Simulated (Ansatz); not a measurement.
# TiZnSe3 (model cell, started as cubic perovskite with Ti in the octahedra): following an unstable mode

Wanted: the energy along a soft mode of TiZnSe3 (model cell, started as cubic perovskite with Ti in the octahedra) and the structure at the end.

Program: Ansatz 0.2.0. Level of theory: DFT PBE, scalar-relativistic, plane waves, PAW; PAW set soft_1. Results are calculated unless marked as measured.

The structure was built from a prototype and need not be the compound's stable phase.

## (1) Starting point

It takes space group Pm-3m (No. 221, cubic). The conventional cell has a = 4.956 Å, b = 4.956 Å, c = 4.956 Å, α = 90.00°, β = 90.00°, γ = 90.00°. Nearest to Zn lie 12 Se at 3.50 Å. Nearest to Ti lie 6 Se at 2.48 Å. Nearest to Se lie 2 Ti at 2.48 Å. Farther neighbours and most contacts between anions are not listed.

## (2) Response at finite wavevector

The cell comes from relaxations at this level that are not shown. Stability and thermal properties need the whole zone. Linear response on a 2×2×2 q mesh gives force constants as far as a supercell of that size would.

Contents of input.yaml:

```yaml
crystal:
  lattice:
    - [4.9563954824, 0.0, 0.0]
    - [0.0, 4.9563954824, 0.0]
    - [0.0, 0.0, 4.9563954824]
  atoms:
    - { symbol: Zn, position: [0.0, 0.0, 0.0] }
    - { symbol: Ti, position: [0.5, 0.5, 0.5] }
    - { symbol: Se, position: [0.5, 0.5, 0.0] }
    - { symbol: Se, position: [0.5, 0.0, 0.5] }
    - { symbol: Se, position: [0.0, 0.5, 0.5] }
kpoints:
  mp_grid: { grid: [8, 8, 8] }
hamiltonian:
  xc: pbe
  pseudopotentials: { kind: paw, azcp: { folder: soft_1 } }
scf:
  occupations: { method: methfessel_paxton, width: 0.2 }
output:
  eigenvalues: true
phonons:
  method: dfpt
  qmesh: [2, 2, 2]
  temperatures: { t_max: 1000, t_step: 50 }
  qpath:
    path:
      - [[0.0, 0.0, 0.0], [0.0, 0.5, 0.0], [0.5, 0.5, 0.0], [0.0, 0.0, 0.0], [0.5, 0.5, 0.5], [0.0, 0.5, 0.0]]
      - [[0.5, 0.5, 0.5], [0.5, 0.5, 0.0]]
    npoints: 10
```

Started as:

```console
$ ansatz run input.yaml --threads 4 --pin off --max-ram 16384MiB --backend cpu --events-out ev --progress --plain --runs-dir out
```

Numbers of over 12 decimals in the logs are rounded to 6 here.

What it wrote:

```text
Engine: ansatz 0.2.0, aarch64-unknown-linux-gnu
Pseudopotentials: kind: paw
Pseudopotential: Zn, paw, valence charge 12, recommended cutoff 420 eV (normal), soft_1/Zn.paw.azcp
Pseudopotential: Ti, paw, valence charge 12, recommended cutoff 420 eV (normal), soft_1/Ti.paw.azcp
Pseudopotential: Se, paw, valence charge 16, recommended cutoff 420 eV (normal), soft_1/Se.paw.azcp
Functional definition: PBE
  parameter kappa = 0.804
  parameter beta = 0.066725
  exchange = pbe_x(kappa = kappa, mu = beta*pi^2/3)
  correlation = pbe_c(beta = beta)
Crystal: 5 atoms, lattice volume = 121.758 Å³
Basis set: ecut = 420 eV, 2373 PW (Γ), exchange–correlation on 72×72×72 points (8 copies of the dense FFT grid, shifted against one another)
Bands: 44, of which v1, the nominal top of the filled ones, is band 36 counted from 1 (35 counted from 0)
Symmetry: 48 space group operations
k-points: 35 of 512
Non-local potential: Zn, projectors of the file, l = 0: 2, l = 1: 2, l = 2: 3, l = 3: 1
Non-local potential: Ti, projectors of the file, l = 0: 3, l = 1: 2, l = 2: 3, l = 3: 1
Non-local potential: Se, projectors of the file, l = 0: 2, l = 1: 2, l = 2: 3, l = 3: 1
PAW form: soft (Blöchl's): semilocal exchange-correlation on the pseudo side does not see the compensation charge
PAW one-centre angular grid: Zn, 590 points (default); XC on 64 Gauss nodes
PAW one-centre angular grid: Ti, 590 points (default); XC on 64 Gauss nodes
PAW one-centre angular grid: Se, 590 points (default); XC on 64 Gauss nodes
Initial density: superposition of atomic densities (chi_scale 0.1, normalization cell, long waves kept (reshape's long-wave potential 0.00 eV rms))
Initial wavefunctions: pseudopotential atomic-orbital guess
Functional: x = pbe(κ = 0.804, μ = 0.219515), c = pbe(β = 0.066725)
SCF iter   1: F=—  HF=-22231.935844 eV  |F-HF|=—  |Δ(HF+E_count)|=         —  Δρ=1.76e-1  dr2=7.24e1  ethr=3.10e-3  ⟨swp⟩=5.9  Hψ=5405  notcnv=0
preconditioner: auto → LDOS  [metal: Δε(μ)=0.051 eV  Ē_g=7.949 eV  σ=0.200 eV  W_gap=0.21  n_scr=26 (ndim 8)  ℏωp=19.6 eV  f_vac=0.011  D(μ)=4.63/eV (n_scr^D=32)  β→1.0]
SCF iter   2: F=—  HF=-22228.384699 eV  |F-HF|=—  |Δ(HF+E_count)|=    3.55e0  S|Δr|=    0.00e0  Δρ=7.20e-2  dr2=4.29e0  ethr=3.10e-3  ⟨swp⟩=3.0  Hψ=3275  notcnv=0  defer=21
SCF iter   3: F=—  HF=-22227.731808 eV  |F-HF|=—  |Δ(HF+E_count)|=   6.53e-1  S|Δr|=    0.00e0  Δρ=4.41e-2  dr2=2.46e0  ethr=3.10e-3  ⟨swp⟩=3.1  Hψ=3023  notcnv=0  defer=67
SCF iter   4: F=—  HF=-22227.177110 eV  |F-HF|=—  |Δ(HF+E_count)|=   5.55e-1  S|Δr|=    0.00e0  Δρ=1.25e-2  dr2=3.16e-1  ethr=3.10e-3  ⟨swp⟩=2.0  Hψ=2517  notcnv=0  defer=73
SCF iter   5: F=—  HF=-22227.141302 eV  |F-HF|=—  |Δ(HF+E_count)|=   3.58e-2  S|Δr|=    0.00e0  Δρ=1.93e-3  dr2=8.38e-3  ethr=4.39e-4  ⟨swp⟩=2.0  Hψ=1979  notcnv=0  defer=67
SCF iter   6: F=—  HF=-22227.140867 eV  |F-HF|=—  |Δ(HF+E_count)|=   4.35e-4  S|Δr|=    0.00e0  Δρ=5.47e-4  dr2=2.49e-4  ethr=1.16e-5  ⟨swp⟩=2.5  Hψ=2453  notcnv=0  defer=67
SCF iter   7: F=—  HF=-22227.140846 eV  |F-HF|=—  |Δ(HF+E_count)|=   2.16e-5  S|Δr|=    0.00e0  Δρ=1.70e-4  dr2=5.70e-5  ethr=3.46e-7  ⟨swp⟩=2.0  Hψ=2698  notcnv=0  defer=67
SCF iter   8: F=—  HF=-22227.140834 eV  |F-HF|=—  |Δ(HF+E_count)|=   1.21e-5  S|Δr|=    0.00e0  Δρ=5.07e-5  dr2=5.28e-6  ethr=7.92e-8  ⟨swp⟩=2.0  Hψ=2695  notcnv=0  defer=67
SCF iter   9: F=—  HF=-22227.140831 eV  |F-HF|=—  |Δ(HF+E_count)|=   2.34e-6  S|Δr|=    0.00e0  Δρ=1.07e-5  dr2=2.89e-7  ethr=7.33e-9  ⟨swp⟩=1.5  Hψ=1502  notcnv=0  defer=67
SCF iter  10: F=—  HF=-22227.140831 eV  |F-HF|=—  |Δ(HF+E_count)|=   1.03e-8  S|Δr|=    0.00e0  Δρ=2.85e-6  dr2=1.40e-8  ethr=4.01e-10  ⟨swp⟩=2.0  Hψ=1736  notcnv=0  defer=67
SCF iter  11: F=—  HF=-22227.140831 eV  |F-HF|=—  |Δ(HF+E_count)|=   2.73e-9  S|Δr|=    0.00e0  Δρ=8.39e-7  dr2=1.22e-9  ethr=1.94e-11  ⟨swp⟩=2.0  Hψ=1949  notcnv=0  defer=67
SCF iter  12: F=—  HF=-22227.140831 eV  |F-HF|=—  |Δ(HF+E_count)|=  1.31e-10  S|Δr|=    0.00e0  Δρ=2.15e-7  dr2=7.71e-11  ethr=1.69e-12  ⟨swp⟩=2.1  Hψ=2095  notcnv=0  defer=67
SCF iter  13: F=-22227.140831 eV  HF=-22227.140831 eV  |F-HF|=0.00e0  |Δ(HF+E_count)|=  3.64e-12  S|Δr|=    0.00e0  Δρ=2.53e-8  dr2=9.39e-13  ethr=1.00e-12  ⟨swp⟩=10.5  Hψ=7377  notcnv=0
SCF 1 converged in 13 iterations: F = -22227.140831 eV  dr2 = 9.39e-13
  greatest PAW one-centre occupation: 1.000 electrons in one spin orbital (limit 2), on the Se atom at site 4 (counted from 0), in its partial waves of l = 2
Initial density: read from a saved state, or passed on in memory by an earlier SCF of this step, an earlier step, the calling program or the single point that the run made first
iter 1 solved again at ethr=8.78e-8 eV; its pass at ethr=3.10e-3 eV (dr2=6.32e-5 eV) is discarded
SCF iter   1: F=—  HF=-22227.140833 eV  |F-HF|=—  |Δ(HF+E_count)|=         —  Δρ=2.98e-7  dr2=1.69e-10  ethr=8.78e-8  ⟨swp⟩=3.0  Hψ=9462  notcnv=0
eigensolver tolerance schedule: the retry pair's looser diagonalisation over-reported the residual by 374626.69 of it (diagonalisation noise at an unbounded share of the residual, at the tolerance the schedule requests for it); recorded, not acted on — ethr = c·dr2/N_el stays at c = 1.0e-1
preconditioner: auto → LDOS  [metal: Δε(μ)=0.066 eV  Ē_g=7.852 eV  σ=0.200 eV  W_gap=0.28  n_scr=26 (ndim 8)  ℏωp=19.6 eV  f_vac=0.022  D(μ)=3.62/eV (n_scr^D=26)  β→1.0]
SCF iter   2: F=—  HF=-22227.140831 eV  |F-HF|=—  |Δ(HF+E_count)|=   1.53e-6  S|Δr|=    0.00e0  Δρ=4.26e-7  dr2=2.15e-10  ethr=1.00e-12  ⟨swp⟩=3.2  Hψ=3933  notcnv=0
SCF iter   3: F=—  HF=-22227.140831 eV  |F-HF|=—  |Δ(HF+E_count)|=  1.38e-10  S|Δr|=    0.00e0  Δρ=1.63e-7  dr2=5.19e-11  ethr=1.00e-12  ⟨swp⟩=3.0  Hψ=2925  notcnv=0
SCF iter   4: F=—  HF=-22227.140831 eV  |F-HF|=—  |Δ(HF+E_count)|=  3.64e-12  S|Δr|=    0.00e0  Δρ=1.35e-7  dr2=2.62e-11  ethr=1.00e-12  ⟨swp⟩=1.0  Hψ=1540  notcnv=0
SCF iter   5: F=-22227.140831 eV  HF=-22227.140831 eV  |F-HF|=1.09e-11  |Δ(HF+E_count)|=  7.28e-12  S|Δr|=    0.00e0  Δρ=7.04e-8  dr2=9.39e-12  ethr=1.00e-12  ⟨swp⟩=2.1  Hψ=3588  notcnv=0
SCF 2 converged in 5 iterations: F = -22227.140831 eV  dr2 = 9.39e-12
  greatest PAW one-centre occupation: 1.000 electrons in one spin orbital (limit 2), on the Se atom at site 2 (counted from 0), in its partial waves of l = 2
phonons: the bands overlap, so this run is a metal and interpolates without the dipole-dipole term. If the crystal is really an insulator or semiconductor, its LO-TO splitting is missing
NSCF: frozen V_eff on 35 k-points
NSCF: frozen V_eff on 125 k-points
DFPT response loops at q = (0, 0, 0) (fractional): preconditioner auto → Kerker (q_TF=auto, 2.500 Å⁻¹) (partly filled bands, converged f_vac=0.022); β = 1.00, the filter's whole step (`scf.mixing.beta` (0.50) is not read by the response loops under this deck's `scf.mixing.preconditioner`; to damp them name `kerker` or `kerker_dos`, under which they read `scf.mixing.beta`, and type it under 1.00, their step now; both keys bind the ground state too); Broyden in place of MSR1
NSCF: frozen V_eff on 250 k-points
DFPT response loops at q = (0, 0, -0.5) (fractional): mixed as the last ones told, above
NSCF: frozen V_eff on 250 k-points
DFPT response loops at q = (0, -0.5, -0.5) (fractional): mixed as the last ones told, above
NSCF: frozen V_eff on 250 k-points
DFPT response loops at q = (-0.5, -0.5, -0.5) (fractional): mixed as the last ones told, above
SCF converged after 13 iterations
Stability not checked: this state was not tested for a lower state beside it, because cold or Methfessel-Paxton smearing, or corrected tetrahedra, fill the levels in a way that the test cannot read (fill_not_monotonic; see scf.lower_state_search)
Free energy (F): -22227.140831 eV
Harris-Foulkes:  -22227.140831 eV  (|F-HF|=0.00e0)
Internal energy: -22227.149335 eV  (E = F + TS)
E sigma→0 (E₀):  -22227.142957 eV
Entropy (-TS):   0.008504 eV (1.701 meV/atom)
Fermi energy:    6.944286 eV
--- Per-component energies (eV) ---
  E_band       = -1409.760446
  E_kinetic    = 754.135551
  E_local      = -11439.684366  (includes V_loc(G=0)·N_el)
  E_nonlocal   = -181.079094
  E_hartree    = 5538.714021
  E_xc         = -446.247862
  E_vxc        = -462.621076  (∫ρ·V_xc dr)
  E_paw        = -9330.036525  (= ΣΔE_a)
  E_vpaw       = -1157.938007  (= ΣTr[D̂ρ^β])
  E_aug_tail   = -0.001493  (compensation charges beyond the density's cutoff)
  E_ewald      = -7122.949566
  E_smearing   = 0.008504  (= −TS)
  E_closure    = -0.000000  (closes the sum)
  Σ components = -22227.140831   (vs F -22227.140831, Δ=0.00e0)
--- Band table (eV; the first three rows and the last of 35) ---
  k-point 0: bands = [... 32 lower, 6.2209, 6.2209, 6.8977, 6.8977, 6.8977, 7.1940, 7.1940, 7.1940, ... 4 higher]
  k-point 1: bands = [... 32 lower, 5.9228, 6.1428, 6.6703, 6.7259, 6.7259, 7.1982, 7.6822, 7.6822, ... 4 higher]
  k-point 2: bands = [... 32 lower, 5.3499, 5.9681, 6.7213, 6.7213, 6.9674, 7.2086, 8.2763, 8.2763, ... 4 higher]
  k-point 34: bands = [... 32 lower, 3.7473, 5.2714, 7.7060, 7.7060, 7.7060, 8.7582, 8.7582, 8.7582, ... 4 higher]
--- Phonons (Γ-DFPT): 4 representative perturbations + reference (Σ response iterations 13) ---
  ASR residual: 2.326e-5 → 0.000e0 eV/Å²; symmetrization residual: 1.623e-5 eV/Å²
  ASR residual per site (eV/Å²): 4.73e-6 1.45e-5 2.33e-5 2.33e-5 2.33e-5
  Γ frequencies (cm⁻¹): -143.82 -143.82 -143.82 -76.84 -76.84 -76.84 -60.41 -60.41 -60.41 0.00 0.00 0.00 194.58 194.58 194.58
--- Phonons (arbitrary-q DFPT): 4 irreducible q on the 2×2×2 mesh ---
  q = [0.0000, 0.0000, 0.0000] (star 1, of the zone-centre solve; hermiticity 4.23e-6, symmetrization 5.53e-12): -143.82 -143.82 -143.82 -76.84 -76.84 -76.84 -60.41 -60.41 -60.41 0.00 0.00 0.00 194.58 194.58 194.58
  q = [0.0000, 0.0000, -0.5000] (star 3, 9 solved perturbations in 975 linear systems a pass and spin channel, the states on 125 of 512 k-point pairs; hermiticity 2.19e-6, symmetrization 5.07e-12): -105.39 -105.39 -84.93 -64.97 -64.97 -57.70 -35.39 -35.39 -14.20 42.49 42.49 204.43 204.43 205.10 213.71
  q = [0.0000, -0.5000, -0.5000] (star 3, 9 solved perturbations in 975 linear systems a pass and spin channel, the states on 125 of 512 k-point pairs; hermiticity 2.32e-6, symmetrization 1.10e-12): -108.05 -80.47 -80.47 -67.48 -47.60 -31.80 -31.80 34.68 34.68 90.97 186.83 196.25 196.25 222.19 232.11
  q = [-0.5000, -0.5000, -0.5000] (star 1, 4 solved perturbations in 350 linear systems a pass and spin channel, the states on 125 of 512 k-point pairs; hermiticity 2.21e-6, symmetrization 2.60e-12): -113.56 -113.56 -113.56 -60.90 -60.90 -60.90 99.21 99.21 99.21 185.48 185.48 185.48 198.39 198.39 251.70
  sum rule: each row above includes the acoustic sum rule's correction from the zone centre's row sums; it moved no ω² by more than (0.29 cm⁻¹)²
  mesh force constants: q→R imaginary residual 3.55e-18; ASR residual 2.326e-5 → 0.000e0 eV/Å²; symmetrization residual 1.243e-14 eV/Å²
  interpolated dispersion: 62 rows × 15 modes
  density of states and harmonic sums: on the 14×14×14 q-mesh, interpolated from the force constants of a 2×2×2 supercell (no non-analytic term)
  largest difference from the sums on the solved wave vectors: F 2.56e-1 eV, S 3.54e-4 and C_V 1.01e-4 eV/K
  zero-point energy: 0.068135 eV/cell   skipped modes (ω ≤ 0): 870, of them read as no rigid motion or as one in doubt: 867 (7.101e0 modes/cell left out, lowest -143.82 cm⁻¹)   left out of the sums: 4.73e-1 of the cell's modes: C_V's classical limit lies that fraction below 3 k_B per atom; for a crystal, a wire or a layer, F and S can be off by more, and a phonons.interpolated_qmesh denser along its periods is the remedy for the sampling
```

It took 8.1 min on 4 threads of Arm Neoverse V1, shared host; peak memory 1.9 GiB; 32 min of CPU time.

The column dr2 measures how far the density is from self-consistency, as an energy; F and HF (Harris–Foulkes) agree once it is small.

This step gave:

| Quantity | Value |
| --- | --- |
| volume per atom | 24.35 Å³ |
| gap on the k-mesh | 0 eV |
| sum-rule residual before enforcement | 2.33e-5 eV/Å² |
| lowest frequency on the path | -143.8 cm⁻¹ |
| point group | m-3m |
| highest frequency on the path or at a solved wavevector | 251.7 cm⁻¹ |
| highest optical mode at the zone centre (no LO-TO term) | 194.6 cm⁻¹ |
| lowest optical zone-centre mode | -143.8 cm⁻¹ |
| lowest mode on the q mesh (acoustic modes at Γ apart) | -143.8 cm⁻¹ |

Frequencies (cm⁻¹) solved at each irreducible wavevector; negative means imaginary. Frequencies by wavevector, by row:

| q in reciprocal lattice units | star | mode 1 | mode 2 | mode 3 | mode 4 | mode 13 | mode 14 | mode 15 |
| --- | --- | --- | --- | --- | --- | --- | --- | --- |
| 0 0 0 | 1 | -143.8 | -143.8 | -143.8 | -76.8 | 194.6 | 194.6 | 194.6 |
| 0 0 -0.5 | 3 | -105.4 | -105.4 | -84.9 | -65 | 204.4 | 205.1 | 213.7 |
| 0 -0.5 -0.5 | 3 | -108 | -80.5 | -80.5 | -67.5 | 196.2 | 222.2 | 232.1 |
| -0.5 -0.5 -0.5 | 1 | -113.6 | -113.6 | -113.6 | -60.9 | 198.4 | 198.4 | 251.7 |

Interpolated from a 2×2×2 q mesh. The phonon branches at the labelled points (cm⁻¹):

| point | branch 1 | branch 2 | branch 3 | branch 4 | branch 12 | branch 13 | branch 14 | branch 15 |
| --- | --- | --- | --- | --- | --- | --- | --- | --- |
| Γ | -144 | -144 | -144 | -77 | 0 | 195 | 195 | 195 |
| halfway | -124 | -124 | -81 | -78 | 124 | 199 | 199 | 202 |
| X | -105 | -105 | -85 | -65 | 204 | 204 | 205 | 214 |
| halfway | -96 | -80 | -77 | -76 | 196 | 205 | 213 | 223 |
| M | -108 | -80 | -80 | -68 | 196 | 196 | 222 | 232 |
| halfway | -100 | -91 | -84 | -70 | 125 | 198 | 205 | 215 |
| Γ | -144 | -144 | -144 | -77 | 0 | 195 | 195 | 195 |
| halfway | -91 | -87 | -87 | -67 | 128 | 205 | 205 | 228 |
| R | -114 | -114 | -114 | -61 | 186 | 198 | 198 | 252 |
| halfway | -99 | -90 | -86 | -72 | 198 | 200 | 212 | 237 |
| X | -105 | -105 | -85 | -65 | 204 | 204 | 205 | 214 |
| jump to R | -114 | -114 | -114 | -61 | 186 | 198 | 198 | 252 |
| halfway | -111 | -96 | -96 | -68 | 191 | 193 | 215 | 245 |
| M | -108 | -80 | -80 | -68 | 196 | 196 | 222 | 232 |

Symmetry leaves 4 wavevectors to solve. The lowest mode among them, the acoustic zeros apart, lies at Γ and is imaginary, 143.8i cm⁻¹, so the energy falls along it.

## (3) The mode frozen in, largest atomic shift 0 Å

The mode followed lies at q = (-0.5, -0.5, -0.5) with frequency 113.6i cm⁻¹ and is 3-fold degenerate, one of the unstable modes though not the softest. At small amplitude the distorted cell has space group no. 140 by a symmetry search on the positions. The undistorted cell that holds it gives the zero of energy on the same k mesh.

System of this step: TiZnSe3 (model cell, started as cubic perovskite with Ti in the octahedra). The structure is cubic, space group Pm-3m (No. 221). The conventional cell has a = 4.956 Å, b = 4.956 Å, c = 4.956 Å, α = 90.00°, β = 90.00°, γ = 90.00°. Zn has 12 Se at 3.50 Å nearest. Nearest to Ti lie 6 Se at 2.48 Å. Nearest to Se lie 2 Ti at 2.48 Å. Farther neighbours and most contacts between anions are not listed.

input.yaml, the sections that differ from step 2:

```yaml
crystal:
  lattice:
    - [4.9563954824, 4.9563954824, 0.0]
    - [4.9563954824, 0.0, 4.9563954824]
    - [4.9563954824, 0.0, -4.9563954824]
  atoms:
    - { symbol: Zn, position: [0.0, 0.0, 0.0] }
    - { symbol: Zn, position: [0.0, 0.5, 0.5] }
    - { symbol: Ti, position: [0.5, 0.25, 0.75] }
    - { symbol: Ti, position: [0.5, 0.75, 0.25] }
    - { symbol: Se, position: [0.5, 0.0, 0.0] }
    - { symbol: Se, position: [0.5, 0.5, 0.5] }
    - { symbol: Se, position: [0.0, 0.5, 0.0] }
    - { symbol: Se, position: [0.0, 0.0, 0.5] }
    - { symbol: Se, position: [0.5, 0.0, 0.5] }
    - { symbol: Se, position: [0.5, 0.5, 0.0] }
output:
  forces: true
  stress: true
  eigenvalues: true
# kpoints, hamiltonian, scf: as in step 2
# phonons: removed
```

What it wrote:

```text
[...]
Crystal: 10 atoms, lattice volume = 243.516 Å³
Basis set: ecut = 420 eV, 4693 PW (Γ), exchange–correlation on 96×96×96 points (8 copies of the dense FFT grid, shifted against one another)
Bands: 87, of which v1, the nominal top of the filled ones, is band 72 counted from 1 (71 counted from 0)
Symmetry: 96 space group operations
[...]
k-points: 29 of 512
[...]
k-point 0: bands = [... 68 lower, 6.8860, 6.8860, 6.8860, 7.1921, 7.1921, 7.1921, 7.6903, 7.6903, ... 11 higher]
  k-point 1: bands = [... 68 lower, 6.5802, 6.7034, 6.7034, 7.4490, 7.4490, 7.5200, 7.5603, 7.5603, ... 11 higher]
  k-point 2: bands = [... 68 lower, 6.4891, 6.5047, 6.5047, 7.2326, 7.2326, 7.4148, 7.8095, 7.8095, ... 11 higher]
  k-point 28: bands = [... 68 lower, 5.7052, 5.7052, 6.7315, 6.7315, 7.3853, 7.3853, 8.3292, 8.3292, ... 11 higher]
[key lines of the parts left out:]
SCF converged after 10 iterations
Free energy (F): -44454.286024 eV
Fermi energy:    6.984099 eV
P = ⅓ Tr σ = 0.0173 GPa (0.173 kbar)
```

Wall time 13 s (4 threads); peak memory 1.1 GiB.

This step gave:

| Item | Value |
| --- | --- |
| pressure | 0.01729 GPa |
| energy from the undistorted cell | 0 meV/atom |

The run ends at a pressure of 0.02 GPa.

## (4) The mode frozen in, largest atomic shift 0.6 Å

The atoms are moved along the unstable eigenvector, the largest shift by 0.6 Å, with the cell fixed.

input.yaml, the sections that differ from step 3:

```yaml
crystal:
  lattice:
    - [4.9563954824, 4.9563954824, 0.0]
    - [4.9563954824, 0.0, 4.9563954824]
    - [4.9563954824, 0.0, -4.9563954824]
  atoms:
    - { symbol: Zn, position: [0.0, 0.0, 0.0] }
    - { symbol: Zn, position: [0.0, 0.5, 0.5] }
    - { symbol: Ti, position: [0.5, 0.25, 0.75] }
    - { symbol: Ti, position: [0.5, 0.75, 0.25] }
    - { symbol: Se, position: [0.5, 0.0605278576, 0.0605278576] }
    - { symbol: Se, position: [0.5, 0.4394721424, 0.4394721424] }
    - { symbol: Se, position: [0.0, 0.5, 0.0] }
    - { symbol: Se, position: [0.0, 0.0, 0.5] }
    - { symbol: Se, position: [0.5, -0.0605278576, 0.5605278576] }
    - { symbol: Se, position: [0.5, 0.5605278576, -0.0605278576] }
# kpoints, hamiltonian, scf, output: as in step 3
```

What it wrote:

```text
[...]
Crystal: 10 atoms, lattice volume = 243.516 Å³
Basis set: ecut = 420 eV, 4693 PW (Γ), exchange–correlation on 96×96×96 points (8 copies of the dense FFT grid, shifted against one another)
Bands: 87, of which v1, the nominal top of the filled ones, is band 72 counted from 1 (71 counted from 0)
Symmetry: 16 space group operations
[...]
k-points: 59 of 512
[...]
k-point 0: bands = [... 68 lower, 7.0496, 7.0496, 7.0993, 7.0993, 7.1460, 7.4452, 7.6079, 7.8309, ... 11 higher]
  k-point 1: bands = [... 68 lower, 6.6800, 6.8714, 7.0900, 7.1189, 7.4769, 7.6154, 7.6883, 7.8326, ... 11 higher]
  k-point 2: bands = [... 68 lower, 6.4392, 6.6800, 7.0259, 7.1497, 7.3964, 7.4080, 7.9348, 7.9970, ... 11 higher]
  k-point 58: bands = [... 68 lower, 5.5080, 5.9951, 6.8081, 7.0115, 7.0115, 7.4587, 8.2069, 8.4465, ... 11 higher]
[key lines of the parts left out:]
SCF converged after 11 iterations
Free energy (F): -44455.864670 eV
Fermi energy:    7.157507 eV
P = ⅓ Tr σ = -2.8241 GPa (-28.241 kbar)
```

The job ended after 27 s (4 threads; peak memory 1.3 GiB; 1.8 min of CPU time).

Numbers from this step:

* pressure: -2.824 GPa
* energy from the undistorted cell: -157.7 meV/atom

The energy, extrapolated to zero smearing, is -157.70 meV/atom against the undistorted cell.

The run ends at a pressure of -2.82 GPa, with forces up to 0.91 eV/Å.

[end of part 1 of 2]

[Logs are printed without paths, hosts, clocks, repeated set-up lines and the standing remarks that a program may print on its own settings, such as how far it seeks lower states.]

[Hosts, paths, dates, database ids (printed as entryN), source tags and the programs' standing remarks are cut or masked in the printed files.]
